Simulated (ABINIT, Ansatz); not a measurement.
# HfPb (Pm-3m): zone-centre phonons

Which modes does HfPb (Pm-3m) have at the zone centre?

Calculated with ABINIT 10.8.3; DFT LDA, scalar-relativistic, plane waves, JTH PAW pseudopotentials.

The structure was built from a prototype and need not be the compound's stable phase.

## (1) Set-up

It takes space group Pm-3m (No. 221, cubic). Conventional cell: a = 3.531 Å, b = 3.531 Å, c = 3.531 Å, α = 90.00°, β = 90.00°, γ = 90.00°. Nearest to Hf lie 8 Pb at 3.06 Å. Nearest to Pb lie 8 Hf at 3.06 Å. Farther neighbours are not listed.

## (2) Relaxation

The harmonic expansion needs vanishing forces, and a free crystal bears no stress, so cell and atoms are brought to rest. Stress is more sensitive to the basis than forces are: the last 3 Ha under the cutoff are smoothed with ecutsm, and the cutoff is raised above that of the later runs.

The starting cell comes from a relaxation made beforehand in Ansatz (LDA, PAW).

relax.abi reads:

```
# relaxation
ionmov 2
optcell 2
dilatmx 1.08
ntime 40
tolmxf 1.0d-05
tolvrs 1.0d-14
prtwf 0
prtden 0
chksymtnons 0

# basis, mesh and filling
ecut 24.0
ecutsm 3.0
pawecutdg 48.0
ngkpt 8 8 8
nshiftk 1
shiftk 0.0 0.0 0.0
istwfk *1
occopt 7
tsmear 0.01
nband 20
nstep 100
diemac 1000000.0
prtebands 0
prtgsr 0

# cell and atoms
acell 3*1.0 Angstrom
rprim 
    3.531145975 0.0 0.0
    0.0 3.531145975 0.0
    0.0 0.0 3.531145975
ntypat 2
znucl 72 82
natom 2
typat 1 2
xred 
    0.0 0.0 0.0
    0.5 0.5 0.5
pp_dirpath "./pseudo"
pseudos "Hf.xml, Pb.xml"
```

On the command line:

```sh
> OMP_NUM_THREADS=1 mpirun -n 4 abinit relax.abi > relax.log
```

Numbers of over 12 decimals in the logs are rounded to 6 here.

relax.abo, the main output file:

```text
[banners, grids, parts of the stress and lines that vanish by symmetry left out]
- input  file    -> relax.abi
- output file    -> relax.abo
- root for input  files -> relaxi
[...]
Symmetries : space group Pm -3 m (#221); Bravais cP (primitive cubic)
[...]
mpw =        2176          nfft =       32768          nkpt =          35
[...]
== DATASET  1 ==================================================================
[...]
cutoff_energies: {ecut:  24.0, pawecutdg:  48.0, }
[...]
ETOT  1  -109.45541053343    -1.095E+02 1.207E+01 3.498E+00
 ETOT  2  -111.67739165149    -2.222E+00 3.471E-01 3.304E+00
 ETOT  3  -111.67358223931     3.809E-03 1.835E-01 7.812E-01
 ETOT  4  -111.67195794034     1.624E-03 1.341E-02 7.265E-02
 ETOT  5  -111.67184833390     1.096E-04 7.790E-03 1.092E-03
[...]
At SCF step   19       nres2   =  8.78E-16 < tolvrs=  1.00E-14 =>converged.
[...]
sigma(1 1)= -8.09163849E-06  sigma(3 2)=  0.00000000E+00
  sigma(2 2)= -8.09163849E-06  sigma(3 1)=  0.00000000E+00
  sigma(3 3)= -8.09163849E-06  sigma(2 1)=  0.00000000E+00
[...]
convergence: {deltae: -7.248E-13, res2:  8.782E-16, residm:  7.640E-05, diffor: null, }
etotal    :  -1.11671875E+02
[...]
ETOT  1  -111.67188089935    -1.117E+02 1.311E-04 1.903E-03
[...]
At SCF step   11       nres2   =  9.32E-15 < tolvrs=  1.00E-14 =>converged.
[...]
sigma(1 1)= -5.50373811E-06  sigma(3 2)=  0.00000000E+00
  sigma(2 2)= -5.50373811E-06  sigma(3 1)=  0.00000000E+00
  sigma(3 3)= -5.50373811E-06  sigma(2 1)=  0.00000000E+00
[...]
convergence: {deltae:  4.974E-13, res2:  9.316E-15, residm:  4.206E-05, diffor: null, }
etotal    :  -1.11671877E+02
[...]
ETOT  1  -111.67189671615    -1.117E+02 7.691E-05 8.639E-03
[...]
ETOT 11  -111.67187808462    -1.194E-12 1.951E-04 3.022E-14
 ETOT 12  -111.67187808462     1.350E-12 1.202E-04 1.201E-15
 At SCF step   12       nres2   =  1.20E-15 < tolvrs=  1.00E-14 =>converged.
[...]
sigma(1 1)= -1.80787245E-08  sigma(3 2)=  0.00000000E+00
  sigma(2 2)= -1.80787244E-08  sigma(3 1)=  0.00000000E+00
  sigma(3 3)= -1.80787245E-08  sigma(2 1)=  0.00000000E+00
[...]
convergence: {deltae:  1.350E-12, res2:  1.201E-15, residm:  1.202E-04, diffor: null, }
etotal    :  -1.11671878E+02
[...]
At Broyd/MD step   3, gradients are converged :
[...]
sigma(1 1)= -1.80787245E-08  sigma(3 2)=  0.00000000E+00
  sigma(2 2)= -1.80787244E-08  sigma(3 1)=  0.00000000E+00
  sigma(3 3)= -1.80787245E-08  sigma(2 1)=  0.00000000E+00
[...]
- sigma(1 1)= -5.31894437E-04  sigma(3 2)=  0.00000000E+00
- sigma(2 2)= -5.31894436E-04  sigma(3 1)=  0.00000000E+00
- sigma(3 3)= -5.31894437E-04  sigma(2 1)=  0.00000000E+00
[...]
fcart     -0.0000000000E+00 -0.0000000000E+00 -0.0000000000E+00
           strten     -1.8078724455E-08 -1.8078724413E-08 -1.8078724469E-08
================================================================================

[key lines of the parts left out:]
pressure_GPa:   5.3189E-04
Total energy DC (eV): -9.77986479349937E+05
```

Elapsed: 37 s, on 4 MPI ranks of AMD EPYC 7R32 (Zen 2), shared host; 2.4 min of CPU time.

Little changed from the start: no atom moved by 0.005 Å and no cell edge by 0.1 %.

Read from the output:

```yaml
volume_per_atom: 22.07 Å³
pressure: 5.32e-4 GPa
gap_on_the_k_mesh: 0 eV
```

The volume changes by +0.2 % from the cell with which this run began.

## (3) Ground state

The response is built on these wavefunctions, so the potential is converged far more tightly than an energy would need. Occupations are smeared.

gs.abi reads:

```
# ground state
tolvrs 1.0d-16
prtden 1
prtwf 1

# basis, mesh and filling
ecut 18.0
pawecutdg 36.0
ngkpt 8 8 8
nshiftk 1
shiftk 0.0 0.0 0.0
istwfk *1
occopt 7
tsmear 0.01
nband 20
nstep 100
diemac 1000000.0
prtebands 0
prtgsr 0

# cell and atoms
acell 3*1.0 Angstrom
rprim 
    3.533830306 0.0 0.0
    0.0 3.533830306 0.0
    0.0 0.0 3.533830306
ntypat 2
znucl 72 82
natom 2
typat 1 2
xred 
    0.0 0.0 0.0
    0.5 0.5 0.5
pp_dirpath "./pseudo"
pseudos "Hf.xml, Pb.xml"
```

On the command line:

```sh
> OMP_NUM_THREADS=1 mpirun -n 4 abinit gs.abi > gs.log
```

gs.abo, the main output file:

```text
[banners, grids, parts of the stress and lines that vanish by symmetry left out]
- input  file    -> gs.abi
- output file    -> gs.abo
- root for input  files -> gsi
[...]
Symmetries : space group Pm -3 m (#221); Bravais cP (primitive cubic)
[...]
mpw =        1108          nfft =       19683          nkpt =          35
[...]
== DATASET  1 ==================================================================
[...]
cutoff_energies: {ecut:  18.0, pawecutdg:  36.0, }
[...]
ETOT  1  -110.49006741435    -1.105E+02 3.051E+00 1.494E+00
 ETOT  2  -111.67053613627    -1.180E+00 1.025E-01 6.642E-01
 ETOT  3  -111.66973395703     8.022E-04 6.543E-02 8.868E-02
 ETOT  4  -111.67001043545    -2.765E-04 1.383E-02 1.115E-02
 ETOT  5  -111.67002520013    -1.476E-05 4.118E-03 8.066E-04
[...]
ETOT 18  -111.67003866487    -1.847E-12 5.736E-04 3.716E-16
 ETOT 19  -111.67003866487     8.100E-13 3.330E-04 2.938E-17
 At SCF step   19       nres2   =  2.94E-17 < tolvrs=  1.00E-16 =>converged.
[...]
sigma(1 1)=  4.26380495E-05  sigma(3 2)=  0.00000000E+00
  sigma(2 2)=  4.26380495E-05  sigma(3 1)=  0.00000000E+00
  sigma(3 3)=  4.26380495E-05  sigma(2 1)=  0.00000000E+00
[...]
convergence: {deltae:  8.100E-13, res2:  2.938E-17, residm:  3.330E-04, diffor: null, }
etotal    :  -1.11670039E+02
[...]
sigma(1 1)=  4.26380495E-05  sigma(3 2)=  0.00000000E+00
  sigma(2 2)=  4.26380495E-05  sigma(3 1)=  0.00000000E+00
  sigma(3 3)=  4.26380495E-05  sigma(2 1)=  0.00000000E+00
[...]
- sigma(1 1)=  1.25445473E+00  sigma(3 2)=  0.00000000E+00
- sigma(2 2)=  1.25445473E+00  sigma(3 1)=  0.00000000E+00
- sigma(3 3)=  1.25445473E+00  sigma(2 1)=  0.00000000E+00
[...]
fcart     -0.0000000000E+00 -0.0000000000E+00 -0.0000000000E+00
           strten      4.2638049478E-05  4.2638049478E-05  4.2638049478E-05
================================================================================

[key lines of the parts left out:]
pressure_GPa:  -1.2545E+00
Total energy DC (eV): -9.77986429296776E+05
```

The job ended after 16 s (4 MPI ranks; 61 s of CPU time).

Read from the output:

- pressure: -1.254 GPa

The cell stands at -1.3 GPa: the relaxation ran with a smoothed and higher cutoff, and the difference is a stress of the finite basis.

## (4) Zone-centre response

At q = 0 one unit cell holds all displacements. The response is solved for single atoms along the cell's directions, and symmetry skips those that follow from others. The crystal is treated as a metal, which screens a static field, so no field response is asked.

dfpt_gamma.abi reads:

```

# common to the responses
getwfk_filepath "gso_WFK"
kptopt 2
nqpt 1
qpt 0.0 0.0 0.0
asr 0
chneut 0

# displacements
rfphon 1
rfatpol 1 2
rfdir 1 1 1
tolvrs 1.0d-10
prtwf 0

# basis, mesh and filling
ecut 18.0
pawecutdg 36.0
ngkpt 8 8 8
nshiftk 1
shiftk 0.0 0.0 0.0
istwfk *1
occopt 7
tsmear 0.01
nband 20
nstep 100
diemac 1000000.0
prtebands 0
prtgsr 0

# cell and atoms
acell 3*1.0 Angstrom
rprim 
    3.533830306 0.0 0.0
    0.0 3.533830306 0.0
    0.0 0.0 3.533830306
ntypat 2
znucl 72 82
natom 2
typat 1 2
xred 
    0.0 0.0 0.0
    0.5 0.5 0.5
pp_dirpath "./pseudo"
pseudos "Hf.xml, Pb.xml"
```

On the command line:

```sh
> OMP_NUM_THREADS=1 mpirun -n 4 abinit dfpt_gamma.abi > dfpt_gamma.log
```

dfpt_gamma.abo, the main output file:

```text
[banners, grids, parts of the stress and lines that vanish by symmetry left out]
- input  file    -> dfpt_gamma.abi
- output file    -> dfpt_gamma.abo
- root for input  files -> dfpt_gammai
- root for output files -> dfpt_gammao

-   ./pseudo/Hf.xml
-   ./pseudo/Pb.xml
 Symmetries : space group Pm -3 m (#221); Bravais cP (primitive cubic)
================================================================================
 Values of the parameters that define the memory need of the present run (RF).
     intxc =       0      iscf =       7    lmnmax =      18     lnmax =       6
     mgfft =      27  mpssoang =       3    mqgrid =    3001     natom =       2
  nloc_mem =       2    nspden =       1   nspinor =       1    nsppol =       1
      nsym =      48    n1xccc =       1    ntypat =       2    occopt =       7
   xclevel =       1
-    mband =          20        mffmem =           1         mkmem =          65
-   mkqmem =          65        mk1mem =          65           mpw =        1108
      nfft =       19683          nkpt =         260
- my_mband =          20
Pmy_natom=         1
================================================================================
================================================================================

--------------------------------------------------------------------------------
------------- Echo of variables that govern the present computation ------------
--------------------------------------------------------------------------------
-
- outvars: echo of selected default values
-   iomode0 =  0 , fftalg0 =312 , wfoptalg0 = 10
-
- outvars: echo of global parameters not present in the input file
-  max_nthreads =    1
-
 -outvars: echo values of preprocessed input variables
 [... echo left out ...]
================================================================================

 chkinp: Checking input parameters for consistency.

[...]
== DATASET  1 ==================================================================
-   mpi_nproc: 4, omp_nthreads: 1 (-1 if OMP is not activated)

--- !DatasetInfo
iteration_state: {dtset: 1, }
dimensions: {natom: 2, nkpt: 260, mband: 20, nsppol: 1, nspinor: 1, nspden: 1, mpw: 1108, }
cutoff_energies: {ecut:  18.0, pawecutdg:  36.0, }
electrons: {nelect:   2.60000000E+01, charge:   0.00000000E+00, occopt:   7.00000000E+00, tsmear:   1.00000000E-02, }
meta: {optdriver: 1, rfphon: 1, }
...

 mkfilename: getwfk from: gso_WFK

 Real(R)+Recip(G) space primitive vectors, cartesian coordinates (Bohr,Bohr^-1):
 R(1)=  6.6779715  0.0000000  0.0000000  G(1)=  0.1497461  0.0000000  0.0000000
 R(2)=  0.0000000  6.6779715  0.0000000  G(2)=  0.0000000  0.1497461  0.0000000
 R(3)=  0.0000000  0.0000000  6.6779715  G(3)=  0.0000000  0.0000000  0.1497461
 Unit cell volume ucvol=  2.9780616E+02 bohr^3
 Angles (23,13,12)=  9.00000000E+01  9.00000000E+01  9.00000000E+01 degrees
 setup1 : take into account q-point for computing boxcut.

 Coarse grid specifications (used for wave-functions):

 getcut: wavevector=  0.0000  0.0000  0.0000  ngfft=  27  27  27
         ecut(hartree)=     18.000   => boxcut(ratio)=   2.03858

 Fine grid specifications (used for densities):

 getcut: wavevector=  0.0000  0.0000  0.0000  ngfft=  40  40  40
         ecut(hartree)=     36.000   => boxcut(ratio)=   2.21768

 getcut : COMMENT -
  Note that boxcut > 2.2 ; recall that boxcut=Gcut(box)/Gcut(sphere) = 2
  is sufficient for exact treatment of convolution.
  Such a large boxcut is a waste : you could raise ecut
  e.g. ecut=   44.262977 Hartrees makes boxcut=2

--- Pseudopotential description ------------------------------------------------
- pspini: atom type   1  psp file is ./pseudo/Hf.xml

- pspini: atom type   2  psp file is ./pseudo/Pb.xml

   2.94979037E+03                                ecore*ucvol(ha*bohr**3)
--------------------------------------------------------------------------------

 ==>  initialize data related to q vector <==

 The list of irreducible perturbations for this q vector is:
    1)    idir= 1    ipert=   1
    2)    idir= 1    ipert=   2

[...]
The perturbation idir=   2  ipert=   1 is
 symmetric of a previously calculated perturbation.
 So, its SCF calculation is not needed.

 The perturbation idir=   3  ipert=   1 is
 symmetric of a previously calculated perturbation.
 So, its SCF calculation is not needed.

 The perturbation idir=   2  ipert=   2 is
 symmetric of a previously calculated perturbation.
 So, its SCF calculation is not needed.

 The perturbation idir=   3  ipert=   2 is
 symmetric of a previously calculated perturbation.
 So, its SCF calculation is not needed.

--------------------------------------------------------------------------------
 Perturbation wavevector (in red.coord.)   0.000000  0.000000  0.000000
 Perturbation : displacement of atom   1   along direction   1
 Found     8 symmetries that leave the perturbation invariant.

[...]
dfpt_looppert : total number of electrons, from k and k+q
  fully or partially occupied states are    2.600000E+01 and    2.600000E+01.
 Initialisation of the first-order wave-functions :
  ireadwf=   0

--- !BeginCycle
iteration_state: {dtset: 1, }
solver: {iscf: 7, nstep: 100, nline: 4, wfoptalg: 10, }
tolerances: {tolvrs: 1.00E-10, }
...

     iter   2DEtotal(Ha)        deltaE(Ha) residm    vres2
-ETOT  1   608.90732366406      6.046E+02 8.670E+00 2.376E+06
 ETOT  2   26.505187492076     -5.824E+02 6.222E+00 1.137E+05
 ETOT  3   3.281313     -2.322E+01 5.580E+00 3.865E+03
 ETOT  4   2.463352     -8.180E-01 1.896E-01 3.502E+01
 ETOT  5   2.454053     -9.299E-03 5.724E-02 4.356E-01
[...]
At SCF step   13       vres2   =  1.28E-11 < tolvrs=  1.00E-10 =>converged.
[...]
Mean square residual over all n,k,spin=   38.764E-11; max=  50.437E-08

 Fourteen components of 2nd-order total energy (hartree) are
 1,2,3: 0th-order hamiltonian combined with 1st-order wavefunctions
     kin0=   4.00693346E+02 eigvalue=   2.90102391E+02  local=  -6.49677239E+01
 4,5,6: 1st-order hamiltonian combined with 1st and 0th-order wfs
 loc psp =  -2.09963788E+02  Hartree=   4.53857860E+02     xc=  -1.40916213E+01
 note that "loc psp" includes a xc core correction that could be resolved
 7,8,9: eventually, occupation + non-local contributions
    edocc=  -2.07106697E+02     enl0=  -1.58987359E+02   enl1=  -4.91357725E+02
 10: eventually, PAW "on-site" Hxc contribution: epaw1=   7.57865708E-03
 1-10 gives the relaxation energy (to be shifted if some occ is /=2.0)
   erelax=  -1.81373753E+00
 11,12,13 Non-relaxation  contributions : frozen-wavefunctions and Ewald
 fr.local=  -1.64155872E+02 fr.nonlo=   4.84304738E+01  Ewald=   1.05378820E+02
 14,15 Frozen wf xc core corrections (1) and (2)
 frxc 1  =  -2.11040424E+02  frxc 2 =   2.25654631E+02
 16 Contribution from 1st-order change of wavefunctions overlap
 eovl1 =   3.48843434E+02
 Resulting in :
 2DEtotal=    0.2453891666E+01 Ha. Also 2DEtotal=    0.667737939176E+02 eV
    (2DErelax=   -1.8137375317E+00 Ha. 2DEnonrelax=    4.2676291973E+00 Ha)
    (  non-var. 2DEtotal :    2.4503070028E+00 Ha)

[...]
Perturbation wavevector (in red.coord.)   0.000000  0.000000  0.000000
 Perturbation : displacement of atom   2   along direction   1
 Found     8 symmetries that leave the perturbation invariant.

--------------------------------------------------------------------------------

--------------------------------------------------------------------------------

 dfpt_looppert : total number of electrons, from k and k+q
  fully or partially occupied states are    2.600000E+01 and    2.600000E+01.
 Initialisation of the first-order wave-functions :
  ireadwf=   0

--- !BeginCycle
iteration_state: {dtset: 1, }
solver: {iscf: 7, nstep: 100, nline: 4, wfoptalg: 10, }
tolerances: {tolvrs: 1.00E-10, }
...

     iter   2DEtotal(Ha)        deltaE(Ha) residm    vres2
-ETOT  1   798.65606084883      1.418E+03 2.086E+01 3.604E+06
[...]
ETOT 15   2.408340      2.620E-10 7.292E-08 3.471E-10
 ETOT 16   2.408340      1.864E-11 1.993E-08 5.623E-11

 At SCF step   16       vres2   =  5.62E-11 < tolvrs=  1.00E-10 =>converged.
[...]
Mean square residual over all n,k,spin=   14.924E-12; max=  19.935E-09

 Fourteen components of 2nd-order total energy (hartree) are
 1,2,3: 0th-order hamiltonian combined with 1st-order wavefunctions
     kin0=   5.66654544E+02 eigvalue=   8.48010110E+01  local=  -4.06646384E+02
 4,5,6: 1st-order hamiltonian combined with 1st and 0th-order wfs
 loc psp =  -1.34590346E+02  Hartree=   1.18276616E+03     xc=  -1.63499242E+01
 note that "loc psp" includes a xc core correction that could be resolved
 7,8,9: eventually, occupation + non-local contributions
    edocc=  -2.23816302E-01     enl0=   2.03470241E+02   enl1=  -8.58569360E+02
 10: eventually, PAW "on-site" Hxc contribution: epaw1=   7.56496499E-03
 1-10 gives the relaxation energy (to be shifted if some occ is /=2.0)
   erelax=   6.21319689E+02
 11,12,13 Non-relaxation  contributions : frozen-wavefunctions and Ewald
 fr.local=   1.81889253E+03 fr.nonlo=  -2.54248876E+03  Ewald=   1.05378820E+02
 14,15 Frozen wf xc core corrections (1) and (2)
 frxc 1  =  -2.44898858E+00  frxc 2 =   1.75505177E+00
 16 Contribution from 1st-order change of wavefunctions overlap
 eovl1 =   1.11789999E+03
 Resulting in :
 2DEtotal=    0.2408340309E+01 Ha. Also 2DEtotal=    0.655342783643E+02 eV
    (2DErelax=    6.2131968915E+02 Ha. 2DEnonrelax=   -6.1891134884E+02 Ha)
    (  non-var. 2DEtotal :    2.4087861112E+00 Ha)

[...]
---- first-order wavefunction calculations are completed ----

 ==> Compute Derivative Database <==

 [... matrices left out ...]
  Phonon wavevector (reduced coordinates) :  0.00000  0.00000  0.00000
 Phonon energies in Hartree :
  -2.924245E-05 -2.924245E-05 -2.924245E-05  5.592269E-04  5.592269E-04
   5.592269E-04
 Phonon frequencies in cm-1    :
- -6.417975E+00 -6.417975E+00 -6.417975E+00  1.227361E+02  1.227361E+02
-  1.227361E+02

== END DATASET(S) ==============================================================
================================================================================

 -outvars: echo values of variables after computation
            acell      1.8897261259E+00  1.8897261259E+00  1.8897261259E+00 Bohr
           etotal      2.4083403092E+00
            fcart      0.0000000000E+00  0.0000000000E+00  0.0000000000E+00
           strten      0.0000000000E+00  0.0000000000E+00  0.0000000000E+00
================================================================================
```

Wall time 56 s (4 MPI ranks).

Read from the output:

```yaml
largest_acoustic_frequency_at_the_zone_centre_before_the_sum_rule: -6.42 cm⁻¹
highest_optical_zone_centre_mode_no_lo_to_term: 122.7 cm⁻¹
lowest_optical_zone_centre_mode: 122.7 cm⁻¹
```

The acoustic modes at Γ come out as far as 6.4 cm⁻¹ from zero, where they should vanish, a small numerical error.

(Continued in part 2 of 2.)

[Host names and launcher messages were left out of these logs when they were recorded.]

[Logs are printed without paths, hosts, clocks, repeated set-up lines and the standing remarks that a program may print on its own settings, such as how far it seeks lower states.]

[Hosts, paths, dates, database ids (printed as entryN), source tags and the programs' standing remarks are cut or masked in the printed files.]
